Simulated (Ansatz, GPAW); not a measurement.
# HgS (110), 5 units: work function by functional and basis, part 3 of 3

Aim: the work function of both faces of HgS (110), 5 units, and its spread over functionals and bases. Where a layer proves gapped, the work function hangs on where the smearing puts the Fermi level, and the band edges take its place.

GPAW 26.7.0 and Ansatz 0.2.0; Ansatz plane waves; layer without images along its normal, relaxation of atoms and in-plane cell; PAW set soft_1 (the session's first sound run).

So far, upper work function (eV): step 3 (plane waves, PBE) 5.30; step 4 (revPBE) 5.19; step 5 (LDA) 5.58; step 6 (GPAW, PAW setups) 5.72; step 7 (mode fd, grid spacing 0.18 Å, PBE, GPAW) 5.30.

### Step 9. A second plane-wave code

A second program with its own datasets checks the number independently.

This step: Ansatz plane waves; slab in vacuum with a dipole correction; PAW set soft_1 (Ansatz 0.2.0).

The input, input.yaml:

```yaml
crystal:
  lattice:
    - [4.2098957992, 0.0, 0.0]
    - [0.0, 6.012595024, 0.0]
    - [0.0, 0.0, 40.3462986825]
  atoms:
    - { symbol: Hg, position: [0.5, 0.5482732315, 0.2080184801] }
    - { symbol: S, position: [0.0, 0.7450093646, 0.1920991479] }
    - { symbol: Hg, position: [0.0, -0.0203112725, 0.2449945683] }
    - { symbol: S, position: [0.5, 0.232206178, 0.2492118895] }
    - { symbol: Hg, position: [0.5, 0.4947966991, 0.3008101131] }
    - { symbol: S, position: [0.0, 0.7448482976, 0.3008101131] }
    - { symbol: Hg, position: [0.0, -0.0203112725, 0.3566256579] }
    - { symbol: S, position: [0.5, 0.232206178, 0.3524083367] }
    - { symbol: Hg, position: [0.5, 0.5482732315, 0.3936017461] }
    - { symbol: S, position: [0.0, 0.7450093646, 0.4095210783] }
kpoints:
  mp_grid: { grid: [7, 5, 1] }
hamiltonian:
  xc: pbe
  pseudopotentials: { kind: paw, azcp: { folder: soft_1 } }
scf:
  occupations: { method: fermi_dirac, width: 0.05 }
efield:
  axis: 3
  dipole_correction: true
  ramp_width: 0.05
output:
  forces: true
  write_potential: true
  write_density: true
  volumetric_format: npy
  elf: true
```

Started as:

```sh
$ ansatz run input.yaml --threads 4 --pin off --max-ram 8192MiB --backend cpu --events-out ev --progress --plain --runs-dir out
```

Numbers of over 12 decimals in the logs are rounded to 6 here.

The program printed:

```text
[...]
Crystal: 10 atoms, lattice volume = 1021.262 Å³
Basis set: ecut = 420 eV, 19861 PW (Γ), exchange–correlation on 60×90×540 points (8 copies of the dense FFT grid, shifted against one another)
Bands: 78, of which v1, the nominal top of the filled ones, is band 65 counted from 1 (64 counted from 0)
Symmetry: 2 space group operations
k-points: 12 of 35 (time reversal used)
[...]
SCF iter   1: F=—  HF=-73591.708700 eV  |F-HF|=—  |Δ(HF+E_count)|=         —  Δρ=2.06e-2  dr2=9.30e0  ethr=3.10e-3  p=-0.000 e·Å  D=-8.29e-7 V/Å  ΔV_dip=0.00 eV  dr2_dipole=6.84e-8  V_vac-E_F(+/−)=5.43/5.43 eV  ⟨swp⟩=11.6  Hψ=4727  notcnv=0  defer=13
efield: sawtooth ramp at fractional position 0.7758 (placed from the atoms, in the widest stretch of the axis that holds none; the zero of the levels goes with the place), width 0.0500; the density the first Hamiltonian is built on has a dipole p = -0.000 e·Å; the dipole correction subtracts the counter field D = -8.29e-7 V/Å, which shifts the + side's vacuum level by +0.00 eV against the − side's; the planar-averaged density in the ramp window peaks in size at 2.4e-6 e/Å³
[...]
SCF iter   2: F=—  HF=-73589.187207 eV  |F-HF|=—  |Δ(HF+E_count)|=    2.52e0  Δρ=7.67e-3  dr2=5.59e-1  ethr=3.10e-3  p=0.000 e·Å  D=3.07e-5 V/Å  ΔV_dip=-0.00 eV  dr2_dipole=1.70e-7  V_vac-E_F(+/−)=5.56/5.56 eV  ⟨swp⟩=3.0  Hψ=1986  notcnv=0  defer=76
[...]
SCF iter  11: F=-73589.075053 eV  HF=-73589.075053 eV  |F-HF|=3.61e-8  |Δ(HF+E_count)|=   1.74e-7  Δρ=1.30e-6  dr2=1.80e-8  ethr=7.69e-11  p=-0.000 e·Å  D=-1.33e-6 V/Å  ΔV_dip=0.00 eV  dr2_dipole=9.75e-11  V_vac-E_F(+/−)=5.32/5.32 eV  ⟨swp⟩=28.8  Hψ=8274  notcnv=0
SCF 1 converged in 11 iterations: F = -73589.075053 eV  dr2 = 1.80e-8
[...]
WARN: The output density's exchange-correlation potential varies sharply where the density is thin. Do not read a vacuum level from v_tot or v_xc, or from such a field of the output density. On a cell that repeats whose density bears no net charge and no dipole along the vacuum's axis use v_es (v_loc + v_h of the components); under efield.dipole_correction with no amplitude use v_es + v_field, which holds any externa [...]
SCF converged after 11 iterations
Free energy (F): -73589.075053 eV
[...]
Internal energy: -73589.074816 eV  (E = F + TS)
E sigma→0 (E₀):  -73589.074935 eV
Entropy (-TS):   -0.000237 eV (-0.024 meV/atom)
Fermi energy:    -1.945469 eV
Dipole field:    D = 0.000005 V/Å  (p = 0.000026 e·Å, saw-weighted, corrected)
Work function:   Φ+ = 5.3166 eV   Φ− = 5.3168 eV
Levels:          The Fermi level and band energies are counted from a zero that moves with the ramp; work functions are not
[...]
--- Forces (eV/Å), atoms counted from 1 ---
  atom   1  Hg     0.00000000     0.00283574    -0.00169122
  atom   2  S      0.00000000    -0.00022154     0.00126239
  atom   3  Hg     0.00000000    -0.00148308    -0.00156446
  atom   4  S     -0.00000000    -0.00228565     0.00348687
  atom   5  Hg     0.00000000    -0.00032753     0.00000929
  atom   6  S     -0.00000000     0.00260821    -0.00001147
  atom   7  Hg     0.00000000    -0.00148385     0.00158275
  atom   8  S     -0.00000000    -0.00228641    -0.00350261
  atom   9  Hg     0.00000000     0.00284951     0.00169700
  atom  10  S      0.00000000    -0.00021783    -0.00127198
  max |Σ_I F_I| component: 1.24e-5 eV/Å
--- Band table (eV; the first three rows and the last of 12) ---
  k-point 0: bands = [... 61 lower, -2.5839, -2.5744, -2.3751, -2.1992, -1.6955, -0.7370, 0.0366, 0.6834, ... 9 higher]
  k-point 1: bands = [... 61 lower, -2.7330, -2.5973, -2.5101, -2.3988, -1.2542, -0.7463, -0.1835, 0.4291, ... 9 higher]
  k-point 2: bands = [... 61 lower, -2.9096, -2.8695, -2.8445, -2.7955, -0.6015, -0.4998, -0.4117, -0.0903, ... 9 higher]
  k-point 11: bands = [... 61 lower, -3.5268, -3.3683, -3.1038, -3.0990, -0.1923, 0.0953, 0.6003, 0.9594, ... 9 higher]
```

It took 19 s on 4 threads of Intel Xeon 6975P-C (Granite Rapids), shared host; peak memory 2.2 GiB; 70 s of CPU time.

In the SCF lines HF is the Harris–Foulkes energy and dr2 the Hartree energy of the density residual, in eV; the loop may stop once dr2 is under the threshold and the program's other checks hold. Hψ counts applications of the Hamiltonian.

Numbers from this step:

| Property | Result |
| --- | --- |
| symmetry operations | 2 |
| upper work function | 5.317 eV |
| lower work function | 5.317 eV |
| dipole along the normal | 2.57e-5 e·Å |
| dipole field | 4.55e-6 V/Å |
| vacuum level above | 3.371 eV |
| vacuum level below | 3.371 eV |

The electrostatic potential energy of an electron (with the applied field's), less the Fermi level, planar mean oscillates, so the rows of the table below give means over windows of 2.09 Å about each position, cut where the curve ends. Its maxima inside the range that stand out by 2 % of the span (Å: eV): 9.0: -1.59, 11.1: 2.06, 13.1: 1.97, 15.2: -1.60. Its minima: 8.1: -4.56, 9.9: -5.97, 12.1: -5.62, 14.3: -6.00, 16.1: -4.59.

Table of electrostatic potential energy of an electron (with the applied field's), less the Fermi level, planar mean by z; means over each step:

```
z (Å)  electrostatic potential energy of an electron (with the applied field's), less the Fermi level, planar mean (eV)
 1.04                                                                                                              5.32
 3.13                                                                                                              5.32
 5.22                                                                                                              5.28
 7.31                                                                                                             0.369
 9.40                                                                                                             -3.67
11.49                                                                                                             -2.00
13.58                                                                                                             -2.10
15.67                                                                                                             -3.07
17.77                                                                                                              3.80
19.85                                                                                                              5.31
21.95                                                                                                              5.32
24.03                                                                                                              5.32
26.12                                                                                                              5.32
28.21                                                                                                              5.32
30.30                                                                                                              5.32
32.39                                                                                                              5.32
34.48                                                                                                              5.32
36.58                                                                                                              5.32
38.66                                                                                                              5.32
```

The valence density, planar mean oscillates, so the rows of the table below give means over windows of 1 Å about each position, cut where the curve ends. Its maxima inside the range that stand out by 2 % of the span (Å: e/Å³): 8.4: 0.842, 9.9: 0.880, 12.1: 0.868, 14.3: 0.875, 15.8: 0.833. Its minima: 9.1: 0.360, 11.1: 0.156, 13.3: 0.159, 15.1: 0.369.

The valence density, planar mean by z; means over each step:

```
z (Å)  valence density, planar mean (e/Å³)
    4                               1.9e-5
    5                               3.6e-4
    6                              0.00768
    7                                0.106
    8                                0.576
    9                                0.524
   10                                0.712
   11                                0.226
   12                                0.697
   13                                0.283
   14                                0.588
   15                                0.538
   16                                0.682
   17                                0.178
   18                               0.0172
   19                               8.3e-4
   20                               4.3e-5
```

Valence density in the cb plane at fractional x = 0.000, with atoms of S and Hg within 0.2 Å of it. It is the smooth field of the valence electrons, not physical close to the nuclei.

Values in units of 1e0 e/Å³, 9 rows by 16 columns, each cell a mean:
```
0.0 0.0 0.0 0.0 0.0 0.0 0.0 0.3 0.4 6.2 6.1 0.3 0.4 1.4 9.8 1.5
0.0 0.0 0.0 0.0 0.0 0.0 0.2 0.9 0.8 0.9 0.8 0.7 0.9 0.5 1.2 0.6
0.0 0.0 0.0 0.0 0.0 0.0 0.2 0.8 0.8 0.1 0.1 0.7 0.8 0.3 0.1 0.4
0.0 0.0 0.0 0.0 0.0 0.0 0.1 0.5 0.4 0.1 0.0 0.3 0.6 0.1 0.0 0.2
0.0 0.0 0.0 0.0 0.0 0.0 0.0 0.1 0.1 0.0 0.0 0.1 0.1 0.0 0.0 0.0
0.0 0.0 0.0 0.0 0.0 0.0 0.0 0.0 0.0 0.0 0.0 0.0 0.0 0.0 0.0 0.0
0.0 0.0 0.0 0.0 0.0 0.0 0.0 0.0 0.0 0.1 0.1 0.0 0.0 0.0 0.1 0.0
0.0 0.0 0.0 0.0 0.0 0.0 0.0 0.0 0.0 0.6 0.6 0.0 0.0 0.2 1.0 0.2
0.0 0.0 0.0 0.0 0.0 0.0 0.0 0.0 0.2 5.7 5.6 0.2 0.1 1.2 9.0 1.3
```
Columns run along c (16.0 Å, from fractional 0.00 to 0.40 of the cell), rows up along b (6.0 Å). Atoms in or near the plane, at fractional coordinates: S at (0.19, 0.75), Hg at (0.24, 0.98), S at (0.30, 0.74), Hg at (0.36, 0.98).

ELF in the cb plane at fractional x = 0.000, with atoms of S and Hg within 0.2 Å of it. It is the smooth field of the valence electrons, not physical close to the nuclei.

Ten even steps from '0' (0.00) to '9' (0.93), each cell a mean:
```
00000000000000013578886324676422576323576532
00000000000000024789999633555326899732455425
00000000000000025899967852343248857962343238
00000000000000025899502873222269502883222258
00000000000000024799513774111268513884111268
00000000000000013578878863100258878873000257
00000000000000001357888642000136788641000135
00000000000000000134555320000012454310000013
00000000000000000011221100000000111000000000
00000000000000000000000000000000000000000000
00000000000000000000000000000000000000000000
00000000000000000000000000000000000000000000
00000000000000000000000011222110000001222210
00000000000000000000000123333321000022333332
00000000000000000011111234554431000123455432
00000000000000001345542234575432222124576542
```
Columns run along c (16.0 Å, from fractional 0.00 to 0.40 of the cell), rows up along b (6.0 Å). Atoms in or near the plane, at fractional coordinates: S at (0.19, 0.75), Hg at (0.24, 0.98), S at (0.30, 0.74), Hg at (0.36, 0.98).

Electrostatic potential energy in the cb plane at fractional x = 0.000, with atoms of S and Hg within 0.2 Å of it. With pseudopotentials it is smooth inside the atoms' cores, unlike the true potential.

Values in eV, 9 rows by 16 columns, each cell a mean:
```
  3   3   3   3   3   4   3  -2  -4 -35 -35  -3  -4 -15 -43 -16
  3   3   3   3   3   4   2 -30 -22 -11 -11 -17 -34  -6 -16  -8
  3   3   3   3   3   3   1 -34 -26   1   1 -22 -37  -3   1  -5
  3   3   3   3   3   3   2 -10  -5   2   3  -4 -12   1   3   1
  3   3   3   3   3   3   3   2   2   3   3   2   2   3   3   3
  3   3   3   3   3   3   3   3   3   3   3   3   2   3   3   3
  3   3   3   3   3   3   3   3   3   2   2   3   3   2   1   2
  3   3   3   3   3   3   3   3   2  -9  -9   2   3  -2 -14  -2
  3   3   3   3   3   3   3   3   0 -34 -34   0   2 -14 -42 -15
```
Columns run along c (16.0 Å, from fractional 0.00 to 0.40 of the cell; values clipped at the 3rd and 97th percentile), rows up along b (6.0 Å). Atoms in or near the plane, at fractional coordinates: S at (0.19, 0.75), Hg at (0.24, 0.98), S at (0.30, 0.74), Hg at (0.36, 0.98).

In a gap the Fermi level hangs on smearing and numerics; here the upper work functions are 5.317 and 5.304 eV; the step between the faces is -1.9e-4 against 0.0067 eV.

### Step 10. Side by side

Results and costs are gathered.

This step: comparison of work functions, dipole and cost; PAW set soft_1 (GPAW 26.7.0).

Ladder, by row:

```
   step    code  work function, upper (eV)  work function, lower (eV)  dipole (e Å)  wall time (s)  peak memory (GiB)  threads
     pw    GPAW                      5.304                      5.297      -9.08e-4          194.8               0.55        1
 revPBE    GPAW                      5.188                      5.182      -9.08e-4          202.8               0.55        1
    LDA    GPAW                      5.582                      5.576      -9.10e-4          189.3               0.55        1
vdW-DF2    GPAW                      5.715                      5.708      -9.06e-4          186.9               0.87        1
     fd    GPAW                      5.302                      5.295      -9.30e-4           1393               2.95        1
 ansatz  Ansatz                      5.317                      5.317       2.57e-5          18.66              2.241        4
```

### Step 11. A changed run

One more run, with changed settings.

This step: GPAW, PAW setups; slab in vacuum (GPAW 26.7.0).

The input, run.py:

```python
import json
import numpy as np
from ase import Atoms
from gpaw import GPAW, PW

slab = Atoms(
    ['Hg', 'S', 'Hg', 'S', 'Hg', 'S', 'Hg', 'S', 'Hg', 'S'],
    positions=[
        [2.10495, 3.29654, 8.64229],
        [0.00000, 4.47944, 8.00000],
        [-0.00000, -0.12212, 10.13413],
        [2.10495, 1.39616, 10.30429],
        [2.10495, 2.97501, 12.38609],
        [0.00000, 4.47847, 12.38609],
        [-0.00000, -0.12212, 14.63804],
        [2.10495, 1.39616, 14.46788],
        [2.10495, 3.29654, 16.12988],
        [0.00000, 4.47944, 16.77217]],
    cell=[[4.2099, 0.0, -0.0], [0.0, 6.0126, 0.0], [-0.0, 0.0, 24.7722]],
    pbc=[True, True, False])

slab.calc = GPAW(mode=PW(400), xc='PBE', kpts={'size': (7, 5, 1), 'gamma': True},
                 occupations={'name': 'fermi-dirac', 'width': 0.05}, nbands='160%',
                 convergence={'density': 1e-05}, maxiter=100,
                 poissonsolver={'dipolelayer': 'xy'},
                 symmetry={'tolerance': 1e-3}, txt='slab.txt')
result = {}
energy = slab.get_potential_energy()
fermi = slab.calc.get_fermi_level()
v = slab.calc.get_electrostatic_potential().mean((0, 1)) - fermi
n = slab.calc.get_pseudo_density().mean((0, 1))
L = slab.cell[2, 2]
z = np.arange(len(v)) * L / len(v)
low, high = slab.positions[:, 2].min(), slab.positions[:, 2].max()
below, above = np.interp([low - 1.0, high + 1.0], z, v)
slopes = [np.interp(x, z, np.gradient(v, z)) for x in (low - 1.0, high + 1.0)]
eps = np.array([[slab.calc.get_eigenvalues(k, s) for k in range(len(slab.calc.get_ibz_k_points()))]
                for s in range(slab.calc.get_number_of_spins())]) - fermi
top, bottom = eps[eps < 0].max(), eps[eps > 0].min()
dipole = slab.get_dipole_moment()[2]
print(f'energy {energy:.4f} eV, Fermi level {fermi:.4f} eV, dipole {dipole:.5f} e A')
print(f'potential 1.0 A off the faces, from the Fermi level: lower {below:.4f} eV, upper {above:.4f} eV')
print(f'slope of the potential there: lower {slopes[0]:.5f}, upper {slopes[1]:.5f} eV/A')
print(f'nearest levels on the mesh: {top:.4f} and {bottom:.4f} eV')
print('magnetic moment', round(slab.get_magnetic_moment(), 3))
result.update(energy=energy, fermi=fermi, dipole=dipole, below=below, above=above, slopes=slopes, edges=[top, bottom],
              z=z.tolist(), v=v.tolist(), n=n.tolist(), positions=slab.positions.tolist(),
              forces=slab.get_forces(apply_constraint=False).tolist(), moments=slab.get_magnetic_moments().tolist())
json.dump(result, open('result.json', 'w'))
```

Started as:

```sh
$ OMP_NUM_THREADS=1 OPENBLAS_NUM_THREADS=1 python run.py
```

The program printed:

```text
energy -25.9146 eV, Fermi level -1.3706 eV, dipole -0.00091 e A
potential 1.0 A off the faces, from the Fermi level: lower 4.3029 eV, upper 4.3095 eV
slope of the potential there: lower -3.06198, upper 3.06223 eV/A
nearest levels on the mesh: -0.2808 and 0.2770 eV
magnetic moment 0.0
```

The job ended after 3.3 min (1 thread; peak memory 0.55 GiB).

The run finished. A setting was moved off its sound value on purpose, so it serves as a test and not as the result.

The fault put into the input: the potential probed 1 A off the face (probe = 1.0).

### Step 12. Summary of results

| Property | Result |
| --- | --- |
| work function, upper and lower face (Fermi level placed in the gap by the smearing) | 5.304 and 5.297 eV |
| ionisation energy from the upper face (highest filled level on the mesh) | 5.58 eV |
| electron affinity from the upper face (lowest empty Kohn-Sham level on the mesh) | 5.03 eV |
| dipole along the normal | -9.1e-4 e Å |

What this shows: With plane waves and PBE the ionisation energy from the upper face is 5.58 eV and the Kohn-Sham electron affinity 5.03 eV. The levels nearest the Fermi level on the mesh lie 0.558 eV apart, so the slab is gapped there: the smearing puts the Fermi level inside the gap, and from either face the ionisation energy is the work function plus 0.28 eV. Both are Kohn-Sham levels on the mesh, and semilocal gaps are too small, so the affinity tends to come out too large and the ionisation energy too small. Work functions of a gapped slab move with the place of the Fermi level in the gap; over the runs without a planted fault the highest filled level on the mesh lies 5.50 (revPBE) to 5.94 eV (vdW-DF2) under the upper vacuum level. With elements this heavy, spin-orbit coupling can move band edges by tenths of an eV. The small printed dipole stands for a step of 6.5 meV from the lower to the upper face, and the probes find 6.7 meV; values this small are near the numerical noise of both. The layer's cell and atoms come from the relaxation; spin-orbit coupling and temperature are left out.

[Logs are printed without paths, hosts, clocks, repeated set-up lines and the standing remarks that a program may print on its own settings, such as how far it seeks lower states.]

[Hosts, paths, dates, database ids (printed as entryN), source tags and the programs' standing remarks are cut or masked in the printed files.]
